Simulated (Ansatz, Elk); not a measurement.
## MnBe4Fe: X-ray structure factors from the self-consistent density

Structure refinements treat a crystal as free atoms side by side. For a made-up structure of MnBe4Fe (cell and positions from a PBEsol relaxation) the runs below show what the calculated density changes in F(hkl).

Method: DFT, PBE, all-electron APW+lo, Dirac cores, scalar-relativistic bands, static density, ferromagnetic start, in Elk 11.2.3 (patched build).

The structure was built from a prototype and need not be the compound's stable phase.

### Step 1. Set-up

It takes space group F-43m (No. 216, cubic). The conventional cell has a = 5.847 Å, b = 5.847 Å, c = 5.847 Å, α = 90.00°, β = 90.00°, γ = 90.00°. Nearest to Fe lie 12 Be at 2.42 Å and 4 Mn at 2.53 Å. Nearest to Mn lie 12 Be at 2.42 Å and 4 Fe at 2.53 Å. Nearest to Be lie 6 Be at 2.06 to 2.07 Å and 3 Fe at 2.42 Å and 3 Mn at 2.42 Å. Farther neighbours are not listed.

### Step 2. Ground state and structure factors

An all-electron density is needed, since X-rays see the cores too. Task 0 finds the density and task 195 Fourier-transforms it; tshift is off so that phases refer to the origin typed.

elk.in

```
tasks
  0
  195
  196

xctype
  20

spinpol
  .true.

rgkmax
  7.0

gmaxvr
  14.0

lmaxo
  7

lmaxapw
  8

swidth
  0.002

tshift
  .false.

ramdisk
  .false.

hmaxvr
  5.5

maxscl
  120

epspot
  1e-06

reducebf
  0.8

sppath
  './'

avec
  -0.00000000000 5.52431667387 5.52431667387
  5.52431667387 -0.00000000000 5.52431667387
  5.52431667387 5.52431667387 -0.00000000000

atoms
  3
  'Fe.in'
  1
  0.2500000000 0.2500000000 0.2500000000   0.000000 0.000000 -0.060000
  'Mn.in'
  1
  -0.0000000000 0.0000000000 0.0000000000   0.000000 0.000000 -0.095000
  'Be.in'
  4
  0.1254047800 0.6248650733 0.6248650733   0.000000 0.000000 0.000000
  0.6248650733 0.6248650733 0.6248650733   0.000000 0.000000 0.000000
  0.6248650733 0.6248650733 0.1254047800   0.000000 0.000000 0.000000
  0.6248650733 0.1254047800 0.6248650733   0.000000 0.000000 0.000000

ngridk
  6 6 6
```

Run with:

```
OMP_NUM_THREADS=4 elk
```

Numbers of over 12 decimals in the logs are rounded to 6 here.

Log:

```text
┌─────────────────────────┐
│ Elk code version 11.2.3 │
└─────────────────────────┘

All units are atomic (Hartree, Bohr, etc.)

┌─────────────────────────────────────────────────┐
│ Ground-state run starting from atomic densities │
└─────────────────────────────────────────────────┘

Lattice vectors :
  -0.000000000       5.524316674       5.524316674
   5.524316674      -0.000000000       5.524316674
   5.524316674       5.524316674      -0.000000000

Reciprocal lattice vectors :
 -0.5686843892      0.5686843892      0.5686843892
  0.5686843892     -0.5686843892      0.5686843892
  0.5686843892      0.5686843892     -0.5686843892

Unit cell volume      :    337.1830180
Brillouin zone volume :   0.7356545265

Muffin-tin inner radius fraction :   0.1000000000E-01

Nuclei treated as point charges

Species : 1 (Fe)
 parameters loaded from : Fe.in
 name : iron
 nuclear charge    :   -26.00000000
 electronic charge :    26.00000000
 atomic mass :    101799.2075
 muffin-tin radius :    2.367099289
 number of radial points in muffin-tin :    993
 inner part over the whole radius :   0.9936663965E-02
 number on inner part of muffin-tin    :    700
 approximate nuclear radius :   0.7160107270E-04
 number of mesh points to nuclear radius :    332
 atomic positions (lattice), magnetic fields (Cartesian) :
  1 :   0.25000000  0.25000000  0.25000000    0.00000000  0.00000000 -0.06000000

Species : 2 (Mn)
 parameters loaded from : Mn.in
 name : manganese
 nuclear charge    :   -25.00000000
 electronic charge :    25.00000000
 atomic mass :    100145.9370
 muffin-tin radius :    2.367099289
 number of radial points in muffin-tin :    993
 inner part over the whole radius :   0.9994387870E-02
 number on inner part of muffin-tin    :    700
 approximate nuclear radius :   0.7074591925E-04
 number of mesh points to nuclear radius :    330
 atomic positions (lattice), magnetic fields (Cartesian) :
  1 :   0.00000000  0.00000000  0.00000000    0.00000000  0.00000000 -0.09500000

Species : 3 (Be)
 parameters loaded from : Be.in
 name : beryllium
 nuclear charge    :   -4.000000000
 electronic charge :    4.000000000
 atomic mass :    16428.20280
 muffin-tin radius :    1.800000000
 number of radial points in muffin-tin :    593
 inner part over the whole radius :   0.9826427374E-02
 number on inner part of muffin-tin    :    403
 approximate nuclear radius :   0.4290726161E-04
 number of mesh points to nuclear radius :    156
 atomic positions (lattice), magnetic fields (Cartesian) :
  1 :   0.12540478  0.62486507  0.62486507    0.00000000  0.00000000  0.00000000
  2 :   0.62486507  0.62486507  0.62486507    0.00000000  0.00000000  0.00000000
  3 :   0.62486507  0.62486507  0.12540478    0.00000000  0.00000000  0.00000000
  4 :   0.62486507  0.12540478  0.62486507    0.00000000  0.00000000  0.00000000

Total number of atoms per unit cell :    6
Total muffin-tin volume :    208.8299055
 ratio of muffin-tin to unit cell volume :   0.6193369604

Spin treatment :
 spin-polarised
 global magnetic field (Cartesian) :    0.000000000       0.000000000       0.000000000
 collinear magnetisation in z-direction

Number of Bravais lattice symmetries :   48
Number of crystal symmetries         :   24
Crystal has no inversion symmetry
Complex Hermitian eigensolver will be used

k-point grid :      6     6     6
k-point offset :    0.000000000       0.000000000       0.000000000
k-point set is reduced with full crystal symmetry group
Total number of k-points :       22

Muffin-tin radius times maximum |G+k| :    7.000000000
 using average radius
Maximum |G+k| for APW functions       :    3.519297900
Maximum (1/2)|G+k|²                   :    6.192728856
Maximum |G| for potential and density :    14.00000000
Constant for pseudocharge density :    8
 order of it for each species :   15  15  15
 order of it for pair densities of each species (exact exchange by exxq0 0: 16) :   14  14   7
Radial integration step length :    1

G-vector grid sizes :     35    35    35
[...]
Absolute change in total energy (target)   :    5.236828169     (  0.1000000000E-03)

[... loops 3 to 28 left out ...]

┌──────────────────┐
│ Loop number : 29 │
└──────────────────┘

Energies :
 Fermi                       :     0.314278
 sum of occupied eigenvalues :     -1434.5660650659
 electron kinetic            :      2522.1665465640
 core electron kinetic       :      2257.4551672963
 Coulomb                     :     -4892.7408198344
 Coulomb potential           :     -3801.1461935231
 nuclear-nuclear             :     -397.04315300624
 electron-nuclear            :     -5202.8108415769
 Hartree                     :      707.11317474871
 Madelung                    :     -2992.1677230728
 xc potential                :     -155.46964379419
 xc effective B-field        :    -0.116771
 external B-field            :      0.000000
 exchange                    :     -117.10297219682
 correlation                 :     -2.923366
 electron entropic           :    -0.85790477642167E-03
 total energy                :     -2490.6014693767
 (external B-field energy excluded from total)

Density of states at Fermi energy :    67.64551156
 (states/Hartree/unit cell)

Estimated indirect band gap :   0.8507443989E-02
 from k-point 16 to k-point 10
Estimated direct band gap   :   0.1290082643E-01
 at k-point 17

Charges :
 core                        :    28.00000000
 valence                     :    39.00000000
 interstitial                :    5.631132956
 muffin-tins (core leakage)
  species : 1 (Fe)
[...]
species : 2 (Mn)
[...]
species : 3 (Be)
[...]
total in muffin-tins        :    61.36886704
 total calculated charge     :    66.99501815
 total charge                :    67.00000000
 error                       :   0.4981853550E-02

Moments :
 interstitial                :  -0.9623757398E-01
 muffin-tins
  species : 1 (Fe)
[...]
species : 2 (Mn)
[...]
species : 3 (Be)
[...]
total in muffin-tins        :    3.047277022
 total moment                :    2.951039448

RMS change in Kohn-Sham potential (target) :   0.5772324922E-06 (  0.1000000000E-05)
Absolute change in total energy (target)   :   0.1687249551E-05 (  0.1000000000E-03)

Convergence targets achieved

┌──────────────────┐
│ Loop number : 30 │
└──────────────────┘

Energies :
 Fermi                       :     0.314278
 sum of occupied eigenvalues :     -1434.5660583714
 electron kinetic            :      2522.1665626744
 core electron kinetic       :      2257.4551719351
 Coulomb                     :     -4892.7408255738
 Coulomb potential           :     -3801.1461833366
 nuclear-nuclear             :     -397.04315300624
 electron-nuclear            :     -5202.8108637284
 Hartree                     :      707.11319116078
 Madelung                    :     -2992.1677339055
 xc potential                :     -155.46966316924
 xc effective B-field        :    -0.116772
 external B-field            :      0.000000
 exchange                    :     -117.10297366501
 correlation                 :     -2.923366
 electron entropic           :    -0.85791156213739E-03
 total energy                :     -2490.6014603869
 (external B-field energy excluded from total)

Density of states at Fermi energy :    67.64597900
 (states/Hartree/unit cell)

Estimated indirect band gap :   0.8507064522E-02
 from k-point 16 to k-point 10
Estimated direct band gap   :   0.1290146177E-01
 at k-point 17

Charges :
 core                        :    28.00000000
 valence                     :    39.00000000
 interstitial                :    5.631132376
 muffin-tins (core leakage)
  species : 1 (Fe)
[...]
species : 2 (Mn)
[...]
species : 3 (Be)
[...]
atom 2                    :    3.021834419     (  0.1215037444E-02)
   atom 3                    :    3.021834419     (  0.1215037444E-02)
   atom 4                    :    3.021834419     (  0.1215037444E-02)
 total in muffin-tins        :    61.36886762
 total calculated charge     :    66.99501815
 total charge                :    67.00000000
 error                       :   0.4981853513E-02

Moments :
 interstitial                :  -0.9623018105E-01
 muffin-tins
  species : 1 (Fe)
[...]
species : 2 (Mn)
[...]
species : 3 (Be)
[...]
atom 2                    :  -0.4204264622E-01
   atom 3                    :  -0.4204264622E-01
   atom 4                    :  -0.4204264622E-01
 total in muffin-tins        :    3.047263470
 total moment                :    2.951033288

┌──────────────────────────────┐
│ Self-consistent loop stopped │
└──────────────────────────────┘

Warning : core states of species 3 leak from the muffin-tin :   0.1215037444E-02

Wrote STATE.OUT
```

Run time: 3 min. Hardware: 4 threads of INTEL XEON PLATINUM 8581C at 2.10GHz (Emerald Rapids), shared host; peak memory 0.39 GiB; 11 min of CPU time.

SFACRHO.OUT:

```text

h k l indices transformed by vhmat matrix:
   1.000000000       0.000000000       0.000000000    
   0.000000000       1.000000000       0.000000000    
   0.000000000       0.000000000       1.000000000    

      h      k      l  multipl.   |H|            Re(F)            Im(F)           |F|

      0      0      0      1   0.0000000       66.999999     -0.44024782E-17   66.999999    
     -1      0      0      4  0.98499026       17.124979      -18.242658       25.021181    
     -1     -1     -1      4  0.98499026       17.124979       18.242658       25.021181    
     -1      0     -1      6   1.1373688      -1.0775922      0.27108085E-11   1.0775922    
      1      0     -1     12   1.6084824       35.969312     -0.33730300E-14   35.969312    
     -2     -1     -2     12   1.8861127       18.562165      -19.512299       26.931093    
      1     -1      1     12   1.8861127       18.562165       19.512299       26.931093    
      0      2      0      4   1.9699805     -0.91735735       6.8247549       6.8861327    
      0      0     -2      4   1.9699805     -0.91735735      -6.8247549       6.8861327    
     -2      0     -2      6   2.2747376       23.445272     -0.40597187E-08   23.445272    
      0     -2      1     12   2.4788378       11.528311      -12.337085       16.885071    
     -2     -3     -2     12   2.4788378       11.528311       12.337085       16.885071    
     -2      1     -1     24   2.5432339     -0.82841717     -0.34068624E-11  0.82841717    
     -3     -2     -3     12   2.7859732       25.903900      0.14653779E-01   25.903904    
      1      1     -2     12   2.7859732       25.903900     -0.14653779E-01   25.903904    
     -3      0      0      4   2.9549708       14.009833       14.788975       20.371284    
      1     -2     -2     12   2.9549708       14.033500       14.737195       20.350038    
      1      3      3     12   2.9549708       14.033500      -14.737195       20.350038
```

Elk indexes on the primitive cell of elk.in and gives |H| = 4π sin θ/λ in inverse bohr. Below, one row stands for each form hkl of the conventional cell (m members, Friedel mates merged), F is for one primitive cell and the density is static (no thermal factor). Free-atom factors are Waasmaier and Kirfel's, and R is Σm||F|−|F'||/Σm|F|.

```tsv
hkl	m	sin θ/λ (Å⁻¹)	abs F, DFT	neutral atoms	diff.	abs of complex diff.
111	8	0.148	25.021	25.255	-0.234	0.236
200	6	0.171	1.078	1.037	+0.040	0.040
220	12	0.242	35.969	36.259	-0.290	0.290
311	24	0.284	26.931	27.203	-0.271	0.271
222	8	0.296	6.886	6.869	+0.018	0.035
400	6	0.342	23.445	23.574	-0.128	0.128
331	24	0.373	16.885	16.901	-0.016	0.021
420	24	0.383	0.828	0.846	-0.017	0.017
422	24	0.419	25.904	25.926	-0.022	0.023
333	8	0.444	20.371	20.389	-0.018	0.018
511	24	0.444	20.350	20.388	-0.038	0.040
440	12	0.484	28.523	28.552	-0.029	0.029
531	48	0.506	12.995	12.949	+0.045	0.046
442	24	0.513	0.629	0.636	-0.007	0.007
600	6	0.513	0.650	0.673	-0.023	0.023
620	24	0.541	20.864	20.843	+0.022	0.022
533	24	0.561	16.784	16.791	-0.006	0.007
622	24	0.567	4.962	5.026	-0.064	0.064
```

### Step 3. The magnetisation density

The same run holds the spin density, and task 196 transforms it. The order is that of the start, and no other was tried.

SFACMAG_1.OUT:

```text

h k l indices transformed by vhmat matrix:
   1.000000000       0.000000000       0.000000000    
   0.000000000       1.000000000       0.000000000    
   0.000000000       0.000000000       1.000000000    

      h      k      l  multipl.   |H|            Re(F)            Im(F)           |F|

      0      0      0      1   0.0000000       2.9510334     -0.30952159E-17   2.9510334    
     -1      0      0      4  0.98499026       1.6804275      -1.0514521       1.9822684    
     -1     -1     -1      4  0.98499026       1.6804275       1.0514521       1.9822684    
     -1      0     -1      6   1.1373688      0.57183314      0.40711891E-11  0.57183314    
      1      0     -1     12   1.6084824       1.9398582     -0.14461620E-15   1.9398582    
     -2     -1     -2     12   1.8861127      0.92576186     -0.66644751       1.1406960    
      1     -1      1     12   1.8861127      0.92576186      0.66644751       1.1406960    
      0      2      0      4   1.9699805      0.23226566     -0.67159602E-01  0.24178037    
      0      0     -2      4   1.9699805      0.23226566      0.67159602E-01  0.24178037    
     -2      0     -2      6   2.2747376       1.2279662     -0.11538885E-11   1.2279662    
      0     -2      1     12   2.4788378      0.53620510     -0.38683794      0.66118038    
     -2     -3     -2     12   2.4788378      0.53620510      0.38683794      0.66118038    
     -2      1     -1     24   2.5432339      0.14348480      0.99174081E-12  0.14348480    
     -3     -2     -3     12   2.7859732      0.73318238      0.27678054E-02  0.73318760    
      1      1     -2     12   2.7859732      0.73318238     -0.27678053E-02  0.73318760    
     -3      0      0      4   2.9549708      0.33895090      0.24103478      0.41591523
```

The total moment is 2.95 μB a cell; sphere moments: Fe1 +1.20, Mn2 +2.01, Be3 -0.04, Be4 -0.04, Be5 -0.04, Be6 -0.04 μB. Polarised neutrons measure spin and orbital magnetisation together; without spin-orbit coupling the run gives the spin part:

```tsv
hkl	sin θ/λ (Å⁻¹)	abs F_M (μB)
111	0.148	1.982
200	0.171	0.572
220	0.242	1.940
311	0.284	1.141
222	0.296	0.242
400	0.342	1.228
331	0.373	0.661
420	0.383	0.143
422	0.419	0.733
333	0.444	0.416
511	0.444	0.525
440	0.484	0.484
531	0.506	0.312
442	0.513	0.050
```

(Continued in part 2 of 2.)

[Logs are printed without paths, hosts, clocks, repeated set-up lines and the standing remarks that a program may print on its own settings, such as how far it seeks lower states.]

[Hosts, paths, dates, database ids (printed as entryN), source tags and the programs' standing remarks are cut or masked in the printed files.]
